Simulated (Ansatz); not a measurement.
Si5H4C5 (hydrogen-terminated (110) film, 5 layers), computed twice by G0W0.

The cell holds 14 atoms: 5 Si, 5 C and 4 H. Cell: a = 3.083 Å, b = 4.360 Å, c = 40.300 Å, α = 90.0°, β = 90.0°, γ = 90.0°. It derives from SiC. Vacuum lies along c.

```xyz
14
Lattice="3.0830 0.0000 0.0000 0.0000 4.3600 0.0000 0.0000 0.0000 40.3000" Properties=species:S:1:pos:R:3
Si    3.0830    0.0161   17.1131
C     3.0830    3.2692   18.6230
Si    1.5415    2.1895   18.6247
C     1.5415    1.0635   17.1306
Si    0.0000    0.0077   20.1500
C     3.0830    3.2692   21.6770
Si    1.5415    2.1895   21.6753
C     1.5415    1.0922   20.1500
Si    3.0830    0.0161   23.1869
C     1.5415    1.0635   23.1694
H     3.0830    3.5237   15.8698
H     1.5415    1.6921   16.2181
H     3.0830    3.5237   24.4302
H     1.5415    1.6921   24.0819
```

The structure was relaxed with LDA (ions only). The runs that relaxed it are not among those shown.

The first (Ansatz 0.2.0; start LDA, 6×4×1 mesh, 798 empty bands, screening to 75 eV, PAW set soft_1 files; 1 × NVIDIA H100 80GB HBM3 (shared by 6 runs) with 3 threads of AMD EPYC 7R13 (Zen 3), shared host) gave, on its mesh: starting gap 2.02 eV, G0W0 gap 3.33 eV, mean of 1 + 4πα/V (set by the cell height) 1.82, 2.1 min.

The second gave: starting gap 2.02 eV, G0W0 gap 3.08 eV, mean of 1 + 4πα/V (set by the cell height) 1.83, 56 s.

What was changed in the input? Choose among start, files, mesh, bands and cutoff, frequency model or another key.

Changed: empty bands from 798 to 322 and screening cutoff (eV) from 75.0 to 41. The starting gap stayed, which rules out the functional and points to the GW step. Other changes could give like numbers; this is the one that was made.

Limits: not at the basis limit; coarse mesh for a sheet.

[Paths, hosts, dates, memory and timing lines, banners, echoed tables and standing remarks are left out of the program output.]

[Logs are printed without paths, hosts, clocks, repeated set-up lines and the standing remarks that a program may print on its own settings, such as how far it seeks lower states.]

[Runs of the session that timed out or met a known fault of the program may be left out.]

[Cells called generated may have been cut or substituted from an entry of the Crystallography Open Database or the Materials Project.]

[Hosts, paths, dates, database ids (printed as entryN), source tags and the programs' standing remarks are cut or masked in the printed files.]
